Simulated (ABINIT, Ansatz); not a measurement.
**Quasiparticle gap of TiO2 (Rutile) in ABINIT**

Aim: the G0W0 gap of TiO2 (Rutile) on LDA, step by step.

Program: ABINIT 10.8.3. Level of theory: LDA and many-body steps on it, plane waves. Results are calculated unless marked as measured.

**The experiments to reproduce.**

- Gap 3.03 eV: direct gap, E perpendicular to c; optical experiment; 1.6 K; bulk crystal (literature value) (quoted in “Shallow Valence Band of Rutile GeO2 and P-type Doping”, 2020, arxiv:2011.08928).

- Gap 3.28 eV: optical bandgap after anatase to rutile transformation; spectroscopic ellipsometry; film (polycrystalline sol-gel film on Si(100), annealed at high temperature below 800 °C) (“Photocatalytic Performance of Sol-Gel Prepared TiO2 Thin Films Annealed at Various Temperatures”, 2023, pmc:10419699).

- Gap 3.09 ± 0.06 eV: optical gap from Tauc plot assuming indirect allowed transition; UV/vis diffuse reflectance, Kubelka-Munk and Tauc analysis; film (30 nm ALD shell on quartz particles, grown at 200 C, annealed in air at 500 C; rutile-rich with some anatase) on SiO2 (quartz particles) (“Defect-Mediated Crystallization of the Particulate TiO2 Photocatalyst Grown by Atomic Layer Deposition”, 2024, pmc:11726664).

- Gap 3.05 eV: band gap; bulk crystal (literature experimental value) (quoted in “Hydrogen related defects in titanium dioxide at the interface to palladium”, 2021, arxiv:2112.05953).

Report form: the programs' logs are mostly left out.

## (1) The starting structure

It takes space group P4_2/mnm (No. 136, tetragonal). Conventional cell: a = 4.592 Å, b = 4.592 Å, c = 2.957 Å, α = 90.00°, β = 90.00°, γ = 90.00°. Nearest to Ti lie 6 O at 1.95 to 1.98 Å. Nearest to O lie 3 Ti at 1.95 to 1.98 Å. Farther neighbours and most contacts between anions are not listed.

As a file:

```cif
data_structure
_symmetry_space_group_name_H-M 'P4_2/mnm'
_symmetry_Int_Tables_number 136
_cell_length_a 4.5922
_cell_length_b 4.5922
_cell_length_c 2.9574
_cell_angle_alpha 90.000
_cell_angle_beta 90.000
_cell_angle_gamma 90.000
_cell_volume 62.37
loop_
_atom_site_label
_atom_site_type_symbol
_atom_site_symmetry_multiplicity
_atom_site_Wyckoff_symbol
_atom_site_fract_x
_atom_site_fract_y
_atom_site_fract_z
_atom_site_occupancy
Ti1 Ti 2 a 0.00000 0.00000 0.00000 1
O1 O 4 f 0.30496 0.30496 0.00000 1
```

The cell and positions come from the Crystallography Open Database and are kept as given unless a step says otherwise.

## (2) Ground state

This step: ABINIT 10.8.3; DFT, LDA, plane waves, norm-conserving pseudopotentials.

The ground-state density comes first.

run.abi reads:

```
acell 3*1.0 Angstrom
rprim 
  4.592200000000 0.000000000000 0.000000000000
  0.000000000000 4.592200000000 0.000000000000
  0.000000000000 0.000000000000 2.957400000000
ntypat 2
znucl 22 8
natom 6
typat 1 1 2 2 2 2
xred 
  0.000000000000 0.000000000000 0.000000000000
  0.500000000000 0.500000000000 0.500000000000
  0.304960000000 0.304960000000 0.000000000000
  0.195040000000 0.804960000000 0.500000000000
  0.695040000000 0.695040000000 0.000000000000
  0.804960000000 0.195040000000 0.500000000000
pp_dirpath "pseudos"
pseudos "Ti.upf, O.upf"
ecut 38
ngkpt 4 4 8
nshiftk 1
shiftk 0 0 0
kptopt 1
chksymbreak 0
nband 31
occopt 1
tolvrs 1e-10
nstep 60
prtwf 0
optforces 0
optstress 0
indata_prefix "in"
outdata_prefix "out"
tmpdata_prefix "tmp"
```

Started as:

```bash
$ OMP_NUM_THREADS=1 mpirun -n 16 abinit run.abi > log
```

The job ended after 31 s (16 MPI ranks of Arm Neoverse N1, shared host; peak memory 1.2 GiB).

This step gave:

```yaml
total_energy: -5036.7261 eV
gap: 1.836 eV
k_of_the_valence_top: 0, 0, 0
k_of_the_conduction_bottom: 0, 0, 0
least_direct_gap: 1.836 eV
```

The gap is direct, at Γ.

## (3) Bands along the symmetry lines

Levels along a band path, at the cheap level, show where the edges lie and whether the meshes to come will hold them.

run.abi reads:

```
acell 3*1.0 Angstrom
rprim 
  4.592200000000 0.000000000000 0.000000000000
  0.000000000000 4.592200000000 0.000000000000
  0.000000000000 0.000000000000 2.957400000000
ntypat 2
znucl 22 8
natom 6
typat 1 1 2 2 2 2
xred 
  0.000000000000 0.000000000000 0.000000000000
  0.500000000000 0.500000000000 0.500000000000
  0.304960000000 0.304960000000 0.000000000000
  0.195040000000 0.804960000000 0.500000000000
  0.695040000000 0.695040000000 0.000000000000
  0.804960000000 0.195040000000 0.500000000000
pp_dirpath "pseudos"
pseudos "Ti.upf, O.upf"
ecut 38
iscf -2
irdden 1
kptopt 0
nkpt 75
kpt 
  0.00000000 0.00000000 0.00000000
  0.00000000 0.06250000 0.00000000
  0.00000000 0.12500000 0.00000000
  0.00000000 0.18750000 0.00000000
  0.00000000 0.25000000 0.00000000
  0.00000000 0.31250000 0.00000000
  0.00000000 0.37500000 0.00000000
  0.00000000 0.43750000 0.00000000
  0.00000000 0.50000000 0.00000000
  0.06250000 0.50000000 0.00000000
  0.12500000 0.50000000 0.00000000
  0.18750000 0.50000000 0.00000000
  0.25000000 0.50000000 0.00000000
  0.31250000 0.50000000 0.00000000
  0.37500000 0.50000000 0.00000000
  0.43750000 0.50000000 0.00000000
  0.50000000 0.50000000 0.00000000
  0.43750000 0.43750000 0.00000000
  0.37500000 0.37500000 0.00000000
  0.31250000 0.31250000 0.00000000
  0.25000000 0.25000000 0.00000000
  0.18750000 0.18750000 0.00000000
  0.12500000 0.12500000 0.00000000
  0.06250000 0.06250000 0.00000000
  0.00000000 0.00000000 0.00000000
  0.00000000 0.00000000 0.06250000
  0.00000000 0.00000000 0.12500000
  0.00000000 0.00000000 0.18750000
  0.00000000 0.00000000 0.25000000
  0.00000000 0.00000000 0.31250000
  0.00000000 0.00000000 0.37500000
  0.00000000 0.00000000 0.43750000
  0.00000000 0.00000000 0.50000000
  0.00000000 0.06250000 0.50000000
  0.00000000 0.12500000 0.50000000
  0.00000000 0.18750000 0.50000000
  0.00000000 0.25000000 0.50000000
  0.00000000 0.31250000 0.50000000
  0.00000000 0.37500000 0.50000000
  0.00000000 0.43750000 0.50000000
  0.00000000 0.50000000 0.50000000
  0.06250000 0.50000000 0.50000000
  0.12500000 0.50000000 0.50000000
  0.18750000 0.50000000 0.50000000
  0.25000000 0.50000000 0.50000000
  0.31250000 0.50000000 0.50000000
  0.37500000 0.50000000 0.50000000
  0.43750000 0.50000000 0.50000000
  0.50000000 0.50000000 0.50000000
  0.43750000 0.43750000 0.50000000
  0.37500000 0.37500000 0.50000000
  0.31250000 0.31250000 0.50000000
  0.25000000 0.25000000 0.50000000
  0.18750000 0.18750000 0.50000000
  0.12500000 0.12500000 0.50000000
  0.06250000 0.06250000 0.50000000
  0.00000000 0.00000000 0.50000000
  0.00000000 0.50000000 0.00000000
  0.00000000 0.50000000 0.06250000
  0.00000000 0.50000000 0.12500000
  0.00000000 0.50000000 0.18750000
  0.00000000 0.50000000 0.25000000
  0.00000000 0.50000000 0.31250000
  0.00000000 0.50000000 0.37500000
  0.00000000 0.50000000 0.43750000
  0.00000000 0.50000000 0.50000000
  0.50000000 0.50000000 0.00000000
  0.50000000 0.50000000 0.06250000
  0.50000000 0.50000000 0.12500000
  0.50000000 0.50000000 0.18750000
  0.50000000 0.50000000 0.25000000
  0.50000000 0.50000000 0.31250000
  0.50000000 0.50000000 0.37500000
  0.50000000 0.50000000 0.43750000
  0.50000000 0.50000000 0.50000000
istwfk *1
nband 31
nbdbuf 2
tolwfr 1e-08
nstep 40
prtwf 0
prtvol 0
indata_prefix "in"
outdata_prefix "out"
tmpdata_prefix "tmp"
```

Wall time 42 s (16 MPI ranks); peak memory 1.1 GiB.

Numbers from this step:

* gap: 1.836 eV
* k of the valence top: 0, 0, 0
* k of the conduction bottom: 0, 0, 0
* least direct gap: 1.836 eV

The gap is 1.836 eV, as in the run before at this level.

The electronic bands at the labelled points (eV, zero at the top of the highest filled band):

```
    point  band 21  band 22  band 23  band 24  band 25  band 26  band 27  band 28
        Γ    -0.71    -0.46    -0.46     0.00     1.84     2.12     2.39     2.48
  halfway    -1.46    -1.08    -0.83    -0.24     2.14     2.45     2.71     2.78
        X    -1.66    -1.66    -0.75    -0.75     2.51     2.51     3.01     3.01
  halfway    -1.49    -1.49    -1.11    -1.11     2.24     2.24     2.75     2.75
        M    -1.32    -1.32    -1.08    -1.08     1.88     1.88     2.51     2.51
  halfway    -1.76    -1.15    -1.14    -0.41     1.91     2.49     2.55     3.02
        Γ    -0.71    -0.46    -0.46     0.00     1.84     2.12     2.39     2.48
  halfway    -1.80    -1.51    -1.51    -0.48     2.20     2.53     2.82     3.13
        Z    -2.43    -2.43    -1.44    -1.44     2.97     2.97     3.16     3.16
  halfway    -1.82    -1.82    -1.64    -1.64     2.43     2.43     3.17     3.17
        R    -2.08    -2.08    -1.05    -1.05     1.86     1.86     3.19     3.19
  halfway    -1.55    -1.55    -0.89    -0.89     2.13     2.13     3.20     3.20
        A    -1.30    -1.30    -0.68    -0.68     2.57     2.57     3.20     3.20
  halfway    -1.88    -1.59    -1.40    -1.22     2.07     2.76     3.17     3.18
        Z    -2.43    -2.43    -1.44    -1.44     2.97     2.97     3.16     3.16
jump to X    -1.66    -1.66    -0.75    -0.75     2.51     2.51     3.01     3.01
  halfway    -2.00    -2.00    -0.86    -0.86     2.54     2.54     3.18     3.18
        R    -2.08    -2.08    -1.05    -1.05     1.86     1.86     3.19     3.19
jump to M    -1.32    -1.32    -1.08    -1.08     1.88     1.88     2.51     2.51
  halfway    -1.82    -1.82    -1.37    -1.37     2.67     2.67     2.86     2.86
        A    -1.30    -1.30    -0.68    -0.68     2.57     2.57     3.20     3.20
```

## (4) Empty states on the mesh, 4×4×4 mesh, 152 bands

The sums over transitions need many empty states on a uniform mesh; this step solves for them.

run.abi reads:

```
acell 3*1.0 Angstrom
rprim 
  4.592200000000 0.000000000000 0.000000000000
  0.000000000000 4.592200000000 0.000000000000
  0.000000000000 0.000000000000 2.957400000000
ntypat 2
znucl 22 8
natom 6
typat 1 1 2 2 2 2
xred 
  0.000000000000 0.000000000000 0.000000000000
  0.500000000000 0.500000000000 0.500000000000
  0.304960000000 0.304960000000 0.000000000000
  0.195040000000 0.804960000000 0.500000000000
  0.695040000000 0.695040000000 0.000000000000
  0.804960000000 0.195040000000 0.500000000000
pp_dirpath "pseudos"
pseudos "Ti.upf, O.upf"
ecut 38
ngkpt 4 4 4
nshiftk 1
shiftk 0 0 0
kptopt 1
chksymbreak 0
irdden 1
istwfk *1
nband 152
prtvol 0
optdriver 6
gwr_task "HDIAGO"
paral_kgb 0
occopt 1
indata_prefix "in"
outdata_prefix "out"
tmpdata_prefix "tmp"
```

Elapsed: 4.1 min, on 16 MPI ranks; peak memory 20 GiB; 66 min of CPU time.

Numbers from this step:

* gap: 1.836 eV
* k of the valence top: 0, 0, 0
* k of the conduction bottom: 0, 0, 0
* least direct gap: 1.836 eV
* k points computed: 18
* lowest point of the top converged band, above the valence top: 78.5226 eV

On this mesh the gap is 1.836 eV.

## (5) Screening, 4×4×4 mesh, 144 bands, screening to 149.7 eV

The RPA dielectric matrix is built and inverted for each q.

This step: RPA screening on LDA, plane waves, norm-conserving pseudopotentials.

run.abi, as its differences from that of step 4:

```diff
@@ -24,10 +24,11 @@
 chksymbreak 0
-irdden 1
 istwfk *1
-nband 152
-prtvol 0
-optdriver 6
-gwr_task "HDIAGO"
-paral_kgb 0
 occopt 1
+irdwfk 1
+optdriver 3
+nband 144
+ecuteps 5.5
+inclvkb 2
+awtr 1
+symchi 1
 indata_prefix "in"
```

It took 3.6 min on 16 MPI ranks; peak memory 6.7 GiB.

This step gave:

- ε∞ with local fields, on this mesh, along the program's q direction: 8.918
- the same without local fields: 9.345
- plasma frequency: 32.58 eV
- plane waves in the screening matrix: 265

Local fields lower ε∞ by 5 %. On a Γ-centred mesh this coarse the value itself is usually too large, while a short band sum pulls it down.

## (6) Self-energy, 4×4×4 mesh, 144 bands, screening to 149.7 eV

The self-energy is evaluated for the states that the input lists, and the levels follow from it, in one-shot runs by the linearised quasiparticle equation.

This step: G0W0 on LDA, plane waves, norm-conserving pseudopotentials.

run.abi, as its differences from that of step 5:

```diff
@@ -27,8 +27,15 @@
 irdwfk 1
-optdriver 3
+optdriver 4
 nband 144
+gwcalctyp 0
+ecutsigx 38
+symsigma 1
+nkptgw 1
+kptgw 
+  0.0000000000 0.0000000000 0.0000000000
+bdgw 
+  22 26
 ecuteps 5.5
-inclvkb 2
-awtr 1
-symchi 1
+irdscr 1
+ppmodel 1
 indata_prefix "in"
```

Run time: 9.4 s. Hardware: 16 MPI ranks; peak memory 3.9 GiB.

This step gave:

* G0W0 gap on the points computed: 3.420 eV
* starting gap on the mesh: 1.836 eV
* k of the valence top: 0, 0, 0
* k of the conduction bottom: 0, 0, 0
* Z at the valence top: 0.763
* Z at the conduction bottom: 0.773
* least direct G0W0 gap on the computed points: 3.420 eV

The gap on the mesh goes from 1.84 eV to 3.42 eV, a correction of +1.58 eV.

Limits: finite bands, cutoff and mesh; coarse k mesh. v1 is the top filled band, c1 the lowest empty one. The levels before and after the correction (eV, zero at the valence-band top of each column):

```
           conduction bottom  valence top
Kohn-Sham               1.84         0.00
     G0W0               3.42         0.00
```

```
             level  energy (eV)
Kohn-Sham  Γ v3-v2       -0.458
Kohn-Sham     Γ v1        0.000
Kohn-Sham     Γ c1        1.836
Kohn-Sham     Γ c2        2.119
     G0W0  Γ v3-v2       -0.484
     G0W0     Γ v1        0.000
     G0W0     Γ c1        3.420
     G0W0     Γ c2        3.624
```

## (7) Where the time went

Times are wall times on 16 MPI ranks of Arm Neoverse N1, shared host, good to a factor of about two.

```
                          step     time  share  memory (GiB)
                  ground state     31 s    6 %           1.2
bands along the symmetry lines     42 s    8 %           1.1
      empty states on the mesh  4.1 min   45 %            20
                     screening  3.6 min   40 %           6.7
                   self-energy    9.4 s    2 %           3.9
```

## (8) Outcome

```
LDA gap              : 1.84 eV, direct
G0W0 gap on the mesh : 3.42 eV
GW settings          : 4×4×4 mesh, 144 bands, screening to 149.7 eV, Godby-Needs plasmon pole
known limits         : not at the basis limit; coarse k mesh
```

G0W0 moves the gap on the mesh from 1.84 eV to 3.42 eV (+1.58 eV), with Z of 0.76 and 0.77 at the edges. Local fields lower the RPA ε∞ on this mesh from 9.35 to 8.92; a Γ-centred mesh this coarse tends to raise both, most where the direct gap is narrow, while a short band sum lowers them. Only 1 of the mesh's irreducible points was corrected, so a valley elsewhere could overtake. Against experiment, by G0W0@LDA: the direct gap of 3.42 eV lies +0.39 eV from the measured 3.03 eV (direct, 1.6 K, quoted 2020); the gap of 3.42 eV lies +0.14 eV from the measured 3.28 eV (optical, 2023); the gap of 3.42 eV lies +0.33 eV from the measured 3.09 ± 0.06 eV (indirect, on SiO2 (quartz particles), 2024); the gap of 3.42 eV lies +0.37 eV from the measured 3.05 eV (kind not stated, quoted 2021). An exciton line or allowed optical edge lies below the quasiparticle gap by the binding energy; a forbidden edge can push the onset above it. The calculation has static nuclei and no excitons; a measured gap holds zero-point and thermal motion, which mostly lowers it. Bands and cutoff are finite, so the gap is not at the basis limit. The miss can reach some tenths of an eV and take either sign; the mesh is an error of its own. In the G0W0 run levels were corrected at 1 k point alone, so a gap called «on the mesh» is the least over those, and an edge elsewhere would be missed. The 4×4×4 mesh is coarse for this cell, which bears on the long-range parts of exchange and screening.

[Paths, hosts, dates, memory and timing lines, banners, echoed tables and standing remarks are left out of the program output.]

[Logs are printed without paths, hosts, clocks, repeated set-up lines and the standing remarks that a program may print on its own settings, such as how far it seeks lower states.]

[Runs of the session that timed out or met a known fault of the program may be left out.]

[Hosts, paths, dates, database ids (printed as entryN), source tags and the programs' standing remarks are cut or masked in the printed files.]

[G0W0 gaps are taken among the corrected bands and points alone; a level outside them can change the order at an edge.]

[Where Ansatz stands beside ABINIT at settings called matched, ABINIT's density can come from a denser mesh and the files from another edition; pairs whose starting gaps differed by over 0.03 eV were left out, so agreement reads better than it is.]
